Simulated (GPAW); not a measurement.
# How the form of the self-energy moves the gap of Mg2NCl (R-3m)

Aim: compare treatments of exchange, screening and correlation for the gap of Mg2NCl (R-3m).

Calculated with GPAW 26.7.0; LDA and many-body steps on it, plane waves.

Most raw output is cut from this account.

## (1) The starting structure

Symmetry: R-3m, No. 166, trigonal system. Conventional cell: a = 3.321 Å, b = 3.321 Å, c = 18.009 Å, α = 90.00°, β = 90.00°, γ = 120.00°. Nearest to Mg lie 3 N at 2.17 Å and 3 Cl at 2.76 Å and 3 Mg at 2.79 Å. Nearest to N lie 6 Mg at 2.17 Å. Cl has 6 Mg at 2.76 Å nearest. Farther neighbours and most contacts between anions are not listed.

Coordinates:

```cif
data_structure
_symmetry_space_group_name_H-M 'P 1'
_symmetry_Int_Tables_number 1
_cell_length_a 6.3018
_cell_length_b 6.3018
_cell_length_c 6.3018
_cell_angle_alpha 30.558
_cell_angle_beta 30.558
_cell_angle_gamma 30.558
_cell_volume 57.35
loop_
_atom_site_label
_atom_site_type_symbol
_atom_site_fract_x
_atom_site_fract_y
_atom_site_fract_z
_atom_site_occupancy
Mg1 Mg 0.22282 0.22282 0.22282 1
Mg2 Mg 0.77719 0.77719 0.77719 1
N3 N 0.50000 0.50000 0.50000 1
Cl4 Cl 0.00000 0.00000 0.00000 1
```

The cell and positions are those that the Materials Project relaxed with its own functionals (PBE, PBE+U or r2SCAN), kept fixed.

## (2) Empty states on the mesh, 4×4×4 mesh, 273 bands

This step: GPAW 26.7.0; DFT, LDA, plane waves, PAW.

The sums over transitions need many empty states on a uniform mesh; this step solves for them.

File run.py:

```python
import json
import numpy as np
from gpaw.mpi import world
from gpaw import GPAW

calc = GPAW('gs.gpw').fixed_density(kpts={'size': (4, 4, 4), 'gamma': True},
    parallel={'domain': 1, 'band': 1},
    txt='nscf.txt')
calc.diagonalize_full_hamiltonian(nbands=273)
calc.write('full.gpw', mode='all')
res = {}
kpts = calc.get_ibz_k_points()
res['kpts'] = kpts
res['eigenvalues'] = [calc.get_eigenvalues(kpt=k) for k in range(len(kpts))]
res['n_electrons'] = calc.get_number_of_electrons()

if world.rank == 0:
    with open('result.json', 'w') as f:
        json.dump(res, f, default=lambda x: x.tolist())
```

Run with:

```bash
$ mpirun -n 4 gpaw python run.py
```

The job ended after 54 s (4 MPI ranks of Arm Neoverse V1, shared host; peak memory 2.1 GiB).

This step gave:

```
gap                                                           : 2.164 eV
k of the valence top                                          : 0, 0, 0
k of the conduction bottom                                    : 0, 0, 0
least direct gap                                              : 2.164 eV
k points computed                                             : 13
lowest point of the top converged band, above the valence top : 145.6306 eV
```

On this mesh the gap is 2.164 eV.

## (3) G0W0, Godby-Needs plasmon pole

G0W0 replaces the xc potential by the self-energy, built once from these orbitals. Only a window of levels is corrected, while the sums run over the empty bands that the input names.

This step: G0W0 on LDA, plane waves, PAW.

File run.py:

```python
import json
import numpy as np
from gpaw.mpi import world
from gpaw.response.g0w0 import G0W0

gw = G0W0('full.gpw',
    filename='gw',
    kpts=[0],
    bands=(14, 18),
    ecut=96,
    nbands=122,
    integrate_gamma='WS',
    ppa=True)
gw.calculate()
res = {mode: {k: v for k, v in r.items() if k != 'sigma_eskwn'}
       for mode, r in gw.all_results.items()}

if world.rank == 0:
    with open('result.json', 'w') as f:
        json.dump(res, f, default=lambda x: x.tolist())
```

Run with:

```bash
$ mpirun -n 4 gpaw python run.py
```

Wall time 3.2 min (4 MPI ranks); peak memory 2.1 GiB.

This step gave:

| Item | Value |
| --- | --- |
| G0W0 gap on the points computed | 3.441 eV |
| least direct G0W0 gap on the computed points | 3.441 eV |
| Z at the valence top | 0.7715 |
| Z at the conduction bottom | 0.8224 |
| starting gap on the mesh | 2.164 eV |
| k of the valence top | 0, 0, 0 |
| k of the conduction bottom | 0, 0, 0 |

The gap on the mesh goes from 2.16 eV to 3.44 eV, a correction of +1.28 eV.

## (4) One-shot HSE06

This step: one-shot HSE06 levels on LDA orbitals, plane waves, PAW.

File run.py:

```python
import json
import numpy as np
from gpaw.mpi import world
from gpaw.hybrids.eigenvalues import non_self_consistent_eigenvalues

dft, vxc, vxc_hyb = non_self_consistent_eigenvalues('full.gpw', 'HSE06', 14, 18, kpt_indices=[0])
res = {'dft': dft[0], 'hybrid': (dft - vxc + vxc_hyb)[0]}
if world.rank == 0:
    with open('hybrid.txt', 'w') as f:
        for k, e0, e1 in zip([0], res['dft'], res['hybrid']):
            print(k, ' '.join(f'{x:9.4f}' for x in e0), '|', ' '.join(f'{x:9.4f}' for x in e1), file=f)

if world.rank == 0:
    with open('result.json', 'w') as f:
        json.dump(res, f, default=lambda x: x.tolist())
```

Run with:

```bash
$ mpirun -n 4 gpaw python run.py
```

The job ended after 5.1 s (4 MPI ranks; peak memory 1.5 GiB; 20 s of CPU time).

This step gave:

* starting gap on the mesh: 2.164 eV
* hybrid gap on the mesh: 3.573 eV
* least direct hybrid gap on the computed points: 3.573 eV

## (5) G0W0, extrapolated in the cutoff

This step: G0W0 on LDA, plane waves, PAW.

File run.py:

```python
import json
import numpy as np
from gpaw.mpi import world
from gpaw.response.g0w0 import G0W0

gw = G0W0('full.gpw',
    filename='gw',
    kpts=[0],
    bands=(14, 18),
    ecut=160.0,
    integrate_gamma='WS',
    ppa=True,
    ecut_extrapolation=True)
gw.calculate()
res = {mode: {k: v for k, v in r.items() if k != 'sigma_eskwn'}
       for mode, r in gw.all_results.items()}

if world.rank == 0:
    with open('result.json', 'w') as f:
        json.dump(res, f, default=lambda x: x.tolist())
```

Run with:

```bash
$ mpirun -n 4 gpaw python run.py
```

Run time: 10 min. Hardware: 4 MPI ranks; peak memory 2.6 GiB.

This step gave:

```yaml
quasiparticle_gap_on_the_points_computed: 3.704 eV
least_direct_quasiparticle_gap_on_the_computed_points: 3.704 eV
z_at_the_valence_top: 0.7656
z_at_the_conduction_bottom: 0.8183
starting_gap_on_the_mesh: 2.164 eV
k_of_the_valence_top: 0, 0, 0
k_of_the_conduction_bottom: 0, 0, 0
gaps_at_the_cutoffs_of_the_extrapolation: 3.544, 3.560, 3.576 eV
```

Against G0W0 in GPAW (4×4×4 mesh, 122 bands, screening to 96 eV, Godby-Needs plasmon pole), the gap moves by +0.263 eV.

## (6) One-shot PBE0

This step: one-shot PBE0 levels on LDA orbitals, plane waves, PAW.

File run.py:

```python
import json
import numpy as np
from gpaw.mpi import world
from gpaw.hybrids.eigenvalues import non_self_consistent_eigenvalues

dft, vxc, vxc_hyb = non_self_consistent_eigenvalues('full.gpw', 'PBE0', 14, 18, kpt_indices=[0])
res = {'dft': dft[0], 'hybrid': (dft - vxc + vxc_hyb)[0]}
if world.rank == 0:
    with open('hybrid.txt', 'w') as f:
        for k, e0, e1 in zip([0], res['dft'], res['hybrid']):
            print(k, ' '.join(f'{x:9.4f}' for x in e0), '|', ' '.join(f'{x:9.4f}' for x in e1), file=f)

if world.rank == 0:
    with open('result.json', 'w') as f:
        json.dump(res, f, default=lambda x: x.tolist())
```

Run with:

```bash
$ mpirun -n 4 gpaw python run.py
```

It took 4.5 s on 4 MPI ranks; peak memory 1.5 GiB; 18 s of CPU time.

Numbers from this step:

* starting gap on the mesh: 2.164 eV
* hybrid gap on the mesh: 4.236 eV
* least direct hybrid gap on the computed points: 4.236 eV

## (7) G0W0, full frequency, Hilbert transform

This step: G0W0 on LDA, plane waves, PAW.

File run.py:

```python
import json
import numpy as np
from gpaw.mpi import world
from gpaw.response.g0w0 import G0W0

gw = G0W0('full.gpw',
    filename='gw',
    kpts=[0],
    bands=(14, 18),
    ecut=96,
    nbands=122,
    integrate_gamma='WS',
    frequencies={'type': 'nonlinear', 'domega0': 0.1, 'omega2': 15.0},
    eta=0.1,
    nblocksmax=True)
gw.calculate()
res = {mode: {k: v for k, v in r.items() if k != 'sigma_eskwn'}
       for mode, r in gw.all_results.items()}

if world.rank == 0:
    with open('result.json', 'w') as f:
        json.dump(res, f, default=lambda x: x.tolist())
```

Run with:

```bash
$ mpirun -n 4 gpaw python run.py
```

It took 3.9 min on 4 MPI ranks; peak memory 2.1 GiB.

Numbers from this step:

| Property | Result |
| --- | --- |
| G0W0 gap on the points computed | 3.473 eV |
| least direct G0W0 gap on the computed points | 3.473 eV |
| starting gap on the mesh | 2.164 eV |
| k of the valence top | 0, 0, 0 |
| k of the conduction bottom | 0, 0, 0 |

Against G0W0 in GPAW (4×4×4 mesh, 122 bands, screening to 96 eV, Godby-Needs plasmon pole), the gap moves by +0.032 eV.

## (8) Side by side

Times are wall times on 4 MPI ranks of Arm Neoverse V1, shared host, good to a factor of about two.

| run | mesh | bands | screening cutoff (eV) | DFT gap (eV) | gap on the mesh (eV) | direct (eV) | time |
| --- | --- | --- | --- | --- | --- | --- | --- |
| G0W0, Godby-Needs plasmon pole | 4×4×4 | 122 | 96 | 2.164 | 3.441 | 3.441 | 3.2 min |
| one-shot HSE06 | 4×4×4 | - | - | 2.164 | 3.573 | 3.573 | 5.1 s |
| G0W0, extrapolated in the cutoff | 4×4×4 | - | 160 | 2.164 | 3.704 | 3.704 | 10 min |
| one-shot PBE0 | 4×4×4 | - | - | 2.164 | 4.236 | 4.236 | 4.5 s |
| G0W0, full frequency, Hilbert transform | 4×4×4 | 122 | 96 | 2.164 | 3.473 | 3.473 | 3.9 min |

## (9) What came out

| Quantity | Value |
| --- | --- |
| G0W0, Godby-Needs plasmon pole | 3.441 eV |
| one-shot HSE06 | 3.573 eV |
| G0W0, extrapolated in the cutoff | 3.704 eV |
| one-shot PBE0 | 4.236 eV |
| G0W0, full frequency, Hilbert transform | 3.473 eV |
| known limits | not at the basis limit |

What this shows: One-shot HSE06: +0.132 eV against G0W0, Godby-Needs plasmon pole. G0W0, extrapolated in the cutoff: +0.263 eV against G0W0, Godby-Needs plasmon pole, at other bands or cutoff, so not like for like. One-shot PBE0: +0.795 eV against G0W0, Godby-Needs plasmon pole. G0W0, full frequency, Hilbert transform: +0.032 eV against G0W0, Godby-Needs plasmon pole. One-shot hybrid levels are evaluated on the LDA orbitals. Bands and cutoff are finite, so the gap is not at the basis limit. The miss can reach some tenths of an eV and take either sign; the mesh is an error of its own. These stock PAW sets were not made for GW. In the G0W0 runs levels were corrected at 1 k point alone, so a gap called «on the mesh» is the least over those, and an edge elsewhere would be missed.

[Paths, hosts, dates, memory and timing lines, banners, echoed tables and standing remarks are left out of the program output.]

[Logs are printed without paths, hosts, clocks, repeated set-up lines and the standing remarks that a program may print on its own settings, such as how far it seeks lower states.]

[Runs of the session that timed out or met a known fault of the program may be left out.]

[Hosts, paths, dates, database ids (printed as entryN), source tags and the programs' standing remarks are cut or masked in the printed files.]
